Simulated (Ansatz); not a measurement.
# Static equation of state of random rock-salt alloy of NbC and TiC (64 atoms)

The cell holds 64 atoms: 28 Ti, 32 C and 4 Nb. Its edges and angles: a = 8.707 Å, b = 8.701 Å, c = 8.706 Å, α = 90.0°, β = 90.0°, γ = 90.0°. It derives from NbC (rock-salt) and TiC, repeated 2×2×2. The starting structure: Rock-salt NbC, 2 x 2 x 2 conventional cells, 28 of 32 Nb sites given to Ti at random (x = 0.875), lattice by Vegard's rule (a = 4.346 Å); not relaxed, displaced by a Gaussian of 0.02 Å.

Calculated with Ansatz 0.2.0: Kohn-Sham DFT, PBE, PAW (set soft_1), plane waves; cutoff 420 eV, k-mesh 2×2×2, gaussian smearing of 0.05 eV. Cell and atoms were relaxed first, to V0 = 10.305 Å³ an atom at a residual P0 = 0.007 GPa. The cell was then scaled evenly, and the atoms were relaxed at each volume.

| volume (Å³/atom) | pressure (GPa) |
| --- | --- |
| 9.2743 | 33.58 |
| 9.6865 | ? |
| 9.9957 | 8.373 |
| 10.614 | -7.186 |
| 10.923 | -13.36 |

Task: Fit the third-order Birch–Murnaghan equation to the rows given and interpolate to the withheld row.

**Working.**

Take the Eulerian strain f = ½[(V0/V)^(2/3) − 1] and the normalised pressure F = (P − P0) / [3f(1 + 2f)^(5/2)]. The third-order Birch–Murnaghan equation is then the line F = B0 + (3/2)B0(B′ − 4) f, so u = f and v = F.

```
      u = f  v = F (GPa)
  0.0363828      258.032
  0.0102569      258.410
-0.00975634      258.165
 -0.0190504      257.675
```

With n = 4: mean u = 0.00445824, mean v = 258.070, Σ(u − ū)² = 0.0018075, Σ(u − ū)(v − v̄) = 0.0086736. Slope b = 0.0086736 / 0.0018075 = 4.7987; intercept a = v̄ − b ū = 258.05.

So B0 = a = 258 GPa and B′ = 4 + 2b/(3a) = 4.01. At the withheld volume f = 0.02106, F = a + b f = 258.2 GPa, and P = P0 + 3f(1 + 2f)^(5/2) F.

Prediction at 9.6865: 18.09 GPa. The run gave 18.10 GPa, so the fit is low by 0.0095 GPa (0.053 % of the value).

B′ = 4.0 lies in the range of 3 to 6 that is common for dense crystals. Among the rows given, the largest miss of the fit is at 9.2743, by 0.025 GPa (0.053 % of the range of the table).

Limits: Static cells at zero temperature; the cell shape is held. The program notes that the SCF threshold of these relaxations is loose for the stress.

[Logs are printed without paths, hosts, clocks, repeated set-up lines and the standing remarks that a program may print on its own settings, such as how far it seeks lower states.]

[Hosts, paths, dates, database ids (printed as entryN), source tags and the programs' standing remarks are cut or masked in the printed files.]
